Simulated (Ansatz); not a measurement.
**Ta(110) slab, 5 layers: relaxing the cell for a phonon run**

Task: relax Ta(110) slab, 5 layers tightly.

Calculated with Ansatz 0.2.0; DFT PBE, scalar-relativistic, plane waves, PAW.

### Step 1. The structure

The cell holds 5 atoms: 5 Ta. Its edges and angles: a = 2.858 Å, b = 2.858 Å, c = 22.334 Å, α = 90.0°, β = 90.0°, γ = 70.5°. Vacuum lies along c.

### Step 2. A coarse first look

First a cheap look: the gap decides the mesh and the occupations, the pressure tells how far the cell has to move.

The program solves this slab on a cell height of its own, 42.5 Å, in place of the one typed.

The input, input.yaml:

```yaml
crystal:
  lattice:
    - [1.65, 2.33345, 0.0]
    - [-1.65, 2.33345, 0.0]
    - [0.0, 0.0, 22.33381]
  atoms:
    - { symbol: Ta, position: [0.0, 0.0, 0.291039] }
    - { symbol: Ta, position: [0.5, 0.5, 0.395519] }
    - { symbol: Ta, position: [0.0, 0.0, 0.5] }
    - { symbol: Ta, position: [0.5, 0.5, 0.604481] }
    - { symbol: Ta, position: [0.0, 0.0, 0.708961] }
  periodic: [true, true, false]
kpoints:
  mp_grid: { grid: [6, 6, 1] }
hamiltonian:
  xc: pbe
scf:
  occupations: { method: gaussian, width: 0.1 }
output:
  forces: true
  stress: true
  eigenvalues: true
```

Command:

```
$ ansatz run input.yaml --threads 8 --pin off --max-ram 14336MiB --backend cpu --events-out ev --progress --plain --runs-dir out
```

Numbers of over 12 decimals in the logs are rounded to 6 here.

What it wrote:

```text
[...]
k-point 0: bands = [... 29 lower, -5.2070, -4.9076, -4.6018, -4.4260, -4.3618, -4.2281, -3.8336, -3.6316, ... 2 higher]
  k-point 1: bands = [... 29 lower, -5.4723, -5.1293, -5.0269, -4.8448, -4.7586, -4.5912, -3.6686, -3.5284, ... 2 higher]
  k-point 2: bands = [... 29 lower, -5.7848, -5.4783, -5.2684, -5.0557, -4.9125, -4.8031, -2.2542, -2.2417, ... 2 higher]
  k-point 12: bands = [... 29 lower, -5.1557, -5.0180, -3.6286, -3.0473, -3.0322, -2.7505, -2.4657, -1.7803, ... 2 higher]
[key lines of the parts left out:]
SCF converged after 8 iterations
Free energy (F): -49658.855196 eV
Fermi energy:    -4.848030 eV
P = ½ c Tr σ = -4.2661 N/m
```

The job ended after 3.8 s (8 threads of Arm Neoverse N1, shared host; peak memory 0.95 GiB).

This step gave:

- gap on the k-mesh: 0 eV
- area per atom: 1.54 Å²

The coarse mesh shows no gap.

### Step 3. Bringing the structure to rest

Harmonic phonons are second derivatives at a point where the forces vanish, and they are wanted at zero stress, so atoms and cell are relaxed first.

The program solves this slab on a cell height of its own, 42.5 Å, in place of the one typed.

Edit input.yaml of step 2 so:

```diff
@@ -13,3 +13,3 @@
 kpoints:
-  mp_grid: { grid: [6, 6, 1] }
+  mp_grid: { grid: [14, 14, 1] }
 hamiltonian:
@@ -22 +22,10 @@
   eigenvalues: true
+  write_density: true
+  write_potential: true
+  elf: true
+  volumetric_format: npy
+relax:
+  adjacent_minimum: "off"
+  f_tol: 0.005
+  max_steps: 80
+  cell: { stress_2d_tol: 0.02 }
```

What it wrote:

```text
[...]
Crystal: 5 atoms, lattice volume = 327.017 Å³
Basis set: ecut = 420 eV, 6419 PW (Γ), exchange–correlation on 40×40×576 points (8 copies of the dense FFT grid, shifted against one another)
Bands: 39, of which v1, the nominal top of the filled ones, is band 33 counted from 1 (32 counted from 0)
Symmetry: 8 space group operations
[...]
k-points: 57 of 196
[...]
SCF iter   1: F=—  HF=-49659.060219 eV  |F-HF|=—  |Δ(HF+E_count)|=         —  Δρ=6.37e-3  dr2=4.53e0  ethr=1.77e-3  ⟨swp⟩=13.7  Hψ=15728  notcnv=0
[...]
SCF iter   8: F=-49658.964898 eV  HF=-49658.964898 eV  |F-HF|=1.12e-8  |Δ(HF+E_count)|=   3.56e-8  Δρ=2.69e-6  dr2=5.59e-8  ethr=1.54e-10  ⟨swp⟩=27.9  Hψ=29212  notcnv=0
SCF 1 converged in 8 iterations: F = -49658.964898 eV  dr2 = 5.59e-8
[...]
relax step   1: F+E_penalty+E_count = -49658.96489758 eV  Δ(F+E_penalty+E_count) = +0.000e0 eV  max|allowed force component| = 4.252e-1 eV/Å  Δτ_max = 0.0000 Å  P = -5.082 N/m  Ω = 327.017 Å³  fix = [c, alpha, beta]  reactions: c +0.000 N/m  (8 SCF iters, dr2 threshold 1.00e-7 eV, accepted)
Crystal: 5 atoms, lattice volume = 311.787 Å³
Basis set: ecut = 420 eV, 6127 PW (Γ), exchange–correlation on 40×40×576 points (8 copies of the dense FFT grid, shifted against one another)
[...]
iter 1 solved again at ethr=2.64e-3 eV; its pass at ethr=3.10e-3 eV (dr2=1.71e0 eV) is discarded
[...]
SCF iter   9: F=-49658.802283 eV  HF=-49658.802283 eV  |F-HF|=1.65e-9  |Δ(HF+E_count)|=   2.51e-8  Δρ=3.32e-7  dr2=6.74e-10  ethr=1.11e-11  ⟨swp⟩=12.9  Hψ=20444  notcnv=0
SCF 2 converged in 9 iterations: F = -49658.802283 eV  dr2 = 6.74e-10
[...]
relax step   2: F+E_penalty+E_count = -49658.80228294 eV  Δ(F+E_penalty+E_count) = +1.626e-1 eV  max|allowed force component| = 1.068e0 eV/Å  Δτ_max = 0.0911 Å  P = +12.846 N/m  Ω = 311.787 Å³  energy of the carried Pulay correction = +1.462e-3 eV  fix = [c, alpha, beta]  (9 SCF iters, dr2 threshold 5.00e-7 eV, rejected (line search))
Crystal: 5 atoms, lattice volume = 321.878 Å³
Basis set: ecut = 420 eV, 6319 PW (Γ), exchange–correlation on 40×40×576 points (8 copies of the dense FFT grid, shifted against one another)
[...]
SCF iter  14: F=-49659.004924 eV  HF=-49659.004924 eV  |F-HF|=1.16e-10  |Δ(HF+E_count)|=  1.46e-10  Δρ=6.12e-10  dr2=2.06e-15  ethr=1.00e-12  ⟨swp⟩=6.8  Hψ=11149  notcnv=0
SCF 3 converged in 14 iterations: F = -49659.004924 eV  dr2 = 2.06e-15
relax step   3: F+E_penalty+E_count = -49659.00492424 eV  Δ(F+E_penalty+E_count) = -4.003e-2 eV  max|allowed force component| = 4.596e-2 eV/Å  Δτ_max = 0.0402 Å  P = -0.751 N/m  Ω = 321.878 Å³  energy of the carried Pulay correction = +4.855e-4 eV  fix = [c, alpha, beta]  reactions: c +0.000 N/m  (14 SCF iters, accepted)
[...]
relax step   4: F+E_penalty+E_count = -49659.00566195 eV  Δ(F+E_penalty+E_count) = -7.377e-4 eV  max|allowed force component| = 6.631e-3 eV/Å  Δτ_max = 0.0059 Å  P = +0.072 N/m  Ω = 321.211 Å³  energy of the carried Pulay correction = +5.491e-4 eV  fix = [c, alpha, beta]  reactions: c +0.000 N/m  (5 SCF iters, dr2 threshold 5.00e-7 eV, accepted)
[...]
relax step   5: F+E_penalty+E_count = -49659.00567631 eV  Δ(F+E_penalty+E_count) = -1.435e-5 eV  max|allowed force component| = 2.457e-3 eV/Å  Δτ_max = 0.0016 Å  P = -0.013 N/m  Ω = 321.253 Å³  energy of the carried Pulay correction = +5.452e-4 eV  fix = [c, alpha, beta]  reactions: c +0.000 N/m  (6 SCF iters, dr2 threshold 8.74e-9 eV, accepted)
[...]
relax step   6: F+E_penalty+E_count = -49659.00568081 eV  Δ(F+E_penalty+E_count) = -4.504e-6 eV  max|allowed force component| = 6.934e-4 eV/Å  Δτ_max = 0.0003 Å  P = -0.008 N/m  Ω = 321.235 Å³  energy of the carried Pulay correction = +5.469e-4 eV  fix = [c, alpha, beta]  reactions: c +0.000 N/m  (5 SCF iters, dr2 threshold 7.96e-10 eV, accepted)
[...]
relax step   7: F+E_penalty+E_count = -49659.00517068 eV  Δ(F+E_penalty+E_count) = +5.101e-4 eV  max|allowed force component| = 7.130e-4 eV/Å  Δτ_max = 0.0000 Å  P = -0.019 N/m  Ω = 321.235 Å³  fix = [c, alpha, beta]  reactions: c +0.000 N/m  stress off target by 2.09e-2 N/m on what of the cell is left free  SCF on the basis re-selected at this cell (its energy is not comparable with the rows above)  (7 SCF iters)
[...]
relax step   8: F+E_penalty+E_count = -49659.00517540 eV  Δ(F+E_penalty+E_count) = -4.721e-6 eV  max|allowed force component| = 5.259e-5 eV/Å  Δτ_max = 0.0004 Å  P = -0.000 N/m  Ω = 321.194 Å³  energy of the carried Pulay correction = +3.923e-6 eV  fix = [c, alpha, beta]  reactions: c +0.000 N/m  (6 SCF iters, dr2 threshold 2.91e-10 eV, accepted)
[...]
SCF iter   8: F=-49659.005171 eV  HF=-49659.005171 eV  |F-HF|=2.62e-10  |Δ(HF+E_count)|=  8.73e-11  Δρ=1.19e-8  dr2=4.45e-13  ethr=1.00e-12  ⟨swp⟩=16.9  Hψ=19386  notcnv=0
SCF 9 converged in 8 iterations: F = -49659.005171 eV  dr2 = 4.45e-13
relax step   9: F+E_penalty+E_count = -49659.00517065 eV  Δ(F+E_penalty+E_count) = +4.751e-6 eV  max|allowed force component| = 5.333e-5 eV/Å  Δτ_max = 0.0000 Å  P = -0.000 N/m  Ω = 321.194 Å³  fix = [c, alpha, beta]  reactions: c +0.000 N/m  stress off target by 4.02e-4 N/m on what of the cell is left free  SCF on the basis re-selected at this cell (its energy is not comparable with the rows above)  (8 SCF iters)
[...]
WARN: The output density's exchange-correlation potential varies sharply where the density is thin. Do not read a vacuum level from v_tot or v_xc, or from such a field of the output density. On a cell that repeats whose density bears no net charge and no dipole along the vacuum's axis use v_es (v_loc + v_h of the components); under efield.dipole_correction with no amplitude use v_es + v_field, which holds any externa [...]
SCF converged after 8 iterations
Free energy (F): -49659.005171 eV
[...]
Internal energy: -49658.973968 eV  (E = F + TS)
E sigma→0 (E₀):  -49658.989569 eV
Entropy (-TS):   -0.031203 eV (-6.241 meV/atom)
Fermi energy:    -4.795125 eV
[...]
--- Forces (eV/Å), atoms counted from 1 ---
  atom   1  Ta     0.00000000     0.00000000    -0.00001515
  atom   2  Ta     0.00000000    -0.00000000    -0.00005333
  atom   3  Ta     0.00000000     0.00000000     0.00000000
  atom   4  Ta     0.00000000    -0.00000000     0.00005333
  atom   5  Ta     0.00000000     0.00000000     0.00001515
  max |Σ_I F_I| component: 3.39e-21 eV/Å
--- 2D stress c σ (N/m, compression-positive) ---
       -0.000040       0.000000       0.000000
        0.000000      -0.000402       0.000000
        0.000000       0.000000       0.000000
  P = ½ c Tr σ = -0.0002 N/m
--- Band table (eV; the first three rows and the last of 57) ---
  k-point 0: bands = [... 29 lower, -5.2311, -4.8526, -4.5906, -4.4403, -4.3705, -4.1408, -3.6314, -3.5832, ... 2 higher]
  k-point 1: bands = [... 29 lower, -5.2770, -4.8532, -4.6532, -4.5416, -4.3734, -4.1681, -3.8233, -3.6119, ... 2 higher]
  k-point 2: bands = [... 29 lower, -5.4292, -5.0067, -4.8448, -4.6940, -4.6382, -4.3570, -3.8182, -3.5137, ... 2 higher]
  k-point 56: bands = [... 29 lower, -5.1762, -4.9128, -3.5243, -2.9603, -2.9583, -2.5997, -2.3036, -1.6762, ... 2 higher]
--- Relaxed structure (7 steps of the walk, 6 accepted, 2 SCFs on fresh bases) ---
  F+E_penalty+E_count = -49659.00517065 eV   max|allowed force component| = 5.333e-5 eV/Å   (the final SCF, on the basis selected at the relaxed cell)
  cell:  # Å, volume = 321.1945 Å³
    - [1.634070, 2.314247, 0.0]
    - [-1.634070, 2.314247, 0.0]
    - [0.0, 0.0, 42.46758108564]
  atoms:
    - { symbol: Ta, position: [0, 0, 0.153047] }
    - { symbol: Ta, position: [0.500000, 0.500000, 0.207008] }
    - { symbol: Ta, position: [0, 0, 0.262951] }
    - { symbol: Ta, position: [0.500000, 0.500000, 0.318894] }
    - { symbol: Ta, position: [0, 0, 0.372856] }
```

Run time: 2.4 min. Hardware: 8 threads; peak memory 1.3 GiB; 18 min of CPU time.

Step by step:

```csv
step,energy less that of the first step (eV),largest force component (eV/Å),volume (Å³)
1,0.0000,0.4252,327.02
2,0.1626,1.0676,311.79
3,-0.0400,0.0460,321.88
4,-0.0408,0.0066,321.21
5,-0.0408,0.0025,321.25
6,-0.0408,0.0007,321.23
7*,-0.0403,0.0007,321.23
8,-0.0403,0.0001,321.19
9*,-0.0403,0.0001,321.19
```

Relaxation steps marked * repeat the geometry before them on a plane-wave basis chosen anew for their cell, so energy and pressure can jump there. Relaxation step 2 was tried and not accepted.

Forces are held to the 8 operations that the run works with; a distortion that breaks them can't arise in this run.

```csv
cell as run,before,after,change
a (Å),2.858,2.833,-0.9 %
b (Å),2.858,2.833,-0.9 %
γ (°),70.53,70.45,-0.1 %
```

The atoms that moved most (Å, along periodic axes as changes of fractional coordinates times the final cell, across vacuum about the mean position):

```csv
atom,dx,dy,dz,length
Ta4,0.000,0.000,0.042,0.042
Ta2,0.000,0.000,-0.042,0.042
```

The relaxed structure:

```cif
data_structure
_symmetry_space_group_name_H-M 'P 1'
_symmetry_Int_Tables_number 1
_cell_length_a 2.8330
_cell_length_b 2.8330
_cell_length_c 42.4676
_cell_angle_alpha 90.000
_cell_angle_beta 90.000
_cell_angle_gamma 70.451
_cell_volume 321.19
loop_
_atom_site_label
_atom_site_type_symbol
_atom_site_fract_x
_atom_site_fract_y
_atom_site_fract_z
_atom_site_occupancy
Ta1 Ta 0.00000 0.00000 0.15305 1
Ta2 Ta 0.50000 0.50000 0.20701 1
Ta3 Ta 0.00000 0.00000 0.26295 1
Ta4 Ta 0.50000 0.50000 0.31889 1
Ta5 Ta 0.00000 0.00000 0.37286 1
```

Numbers from this step:

| Quantity | Value |
| --- | --- |
| area per atom | 1.513 Å² |

ELF in the ac plane at fractional y = 0.000, with atoms of Ta within 0.2 Å of it. It is the smooth field of the valence electrons, not physical close to the nuclei.

Ten even steps from '_' (0.00) to '@' (0.57), each cell a mean:
```
______________________________
______________________________
______________________________
______________________________
______________________________
______________________________
______________________________
______________________________
______________________________
______________________________
______________________________
______________________________
______________________________
______......::::::::......____
++******++==++****++==++******
####%%%%##****####****##%%%%##
####************************##
##%%@@@@##====****====##@@@@%%
####****++**########**++****##
%%%%##********####********##%%
**##@@@@##====****====##@@@@##
........::::--------::::......
______________________________
______________________________
```
Columns run along a (2.8 Å), rows up along c (42.5 Å). Atoms in or near the plane, at fractional coordinates: Ta at (0.00, 0.15), Ta at (0.00, 0.26), Ta at (0.00, 0.37).

Electrostatic potential energy in the ac plane at fractional y = 0.000, with atoms of Ta within 0.2 Å of it. With pseudopotentials it is smooth inside the atoms' cores, unlike the true potential.

Values in eV, 24 rows by 15 columns, each cell a mean:
```
  0   0   0   0   0   0   0   0   0   0   0   0   0   0   0
  0   0   0   0   0   0   0   0   0   0   0   0   0   0   0
  0   0   0   0   0   0   0   0   0   0   0   0   0   0   0
  0   0   0   0   0   0   0   0   0   0   0   0   0   0   0
  0   0   0   0   0   0   0   0   0   0   0   0   0   0   0
  0   0   0   0   0   0   0   0   0   0   0   0   0   0   0
  0   0   0   0   0   0   0   0   0   0   0   0   0   0   0
  0   0   0   0   0   0   0   0   0   0   0   0   0   0   0
  0   0   0   0   0   0   0   0   0   0   0   0   0   0   0
  0   0   0   0   0   0   0   0   0   0   0   0   0   0   0
  0   0   0   0   0   0   0   0   0   0   0   0   0   0   0
  0   0   0   0   0   0   0   0   0   0   0   0   0   0   0
  0   0   0   0   0   0   0   0   0   0   0   0   0   0   0
 -1  -1  -1  -1   0   0   0   0   0   0   0   0  -1  -1  -1
-29 -28 -27 -23 -16 -11  -7  -5  -5  -7 -11 -16 -23 -27 -28
-28 -27 -26 -22 -16 -10  -7  -5  -5  -7 -10 -16 -22 -26 -27
 -4  -4  -5  -5  -5  -6  -6  -6  -6  -6  -6  -5  -5  -5  -4
-44 -44 -41 -36 -25 -16  -9  -6  -6  -9 -16 -25 -36 -41 -44
-11 -11 -10  -8  -7  -6  -5  -5  -5  -5  -6  -7  -8 -10 -11
-15 -15 -13 -11  -9  -7  -6  -5  -5  -6  -7  -9 -11 -13 -15
-41 -40 -39 -34 -24 -15  -9  -7  -7  -9 -15 -24 -34 -39 -40
 -2  -2  -2  -2  -1  -1  -1  -1  -1  -1  -1  -1  -2  -2  -2
  0   0   0   0   0   0   0   0   0   0   0   0   0   0   0
  0   0   0   0   0   0   0   0   0   0   0   0   0   0   0
```
Columns run along a (2.8 Å; values clipped at the 3rd and 97th percentile), rows up along c (42.5 Å). Atoms in or near the plane, at fractional coordinates: Ta at (0.00, 0.15), Ta at (0.00, 0.26), Ta at (0.00, 0.37).

Valence density in the ac plane at fractional y = 0.000, with atoms of Ta within 0.2 Å of it. It is the smooth field of the valence electrons, not physical close to the nuclei.

Ten steps, logarithmic in the rise over the least value, from '_' (0.0 e/Å³) to '@' (3.3 e/Å³), each cell a mean:
```
______________________________
______________________________
______________________________
______________________________
______________________________
______________________________
______________________________
______________________________
______________________________
______________________________
______________________________
______________________________
______________________________
______________________________
%%%%%%##**++========++**##%%%%
%%%%%%##**++++====++++**##%%%%
==============================
@@@@@@@@##**++====++**##@@@@@@
****++++================++++**
####****++++========++++****##
@@@@@@%%##**++====++**##%%@@@@
..............................
______________________________
______________________________
```
Columns run along a (2.8 Å), rows up along c (42.5 Å). Atoms in or near the plane, at fractional coordinates: Ta at (0.00, 0.15), Ta at (0.00, 0.26), Ta at (0.00, 0.37).

(Continued in part 2 of 2.)

[Logs are printed without paths, hosts, clocks, repeated set-up lines and the standing remarks that a program may print on its own settings, such as how far it seeks lower states.]

[Hosts, paths, dates, database ids (printed as entryN), source tags and the programs' standing remarks are cut or masked in the printed files.]
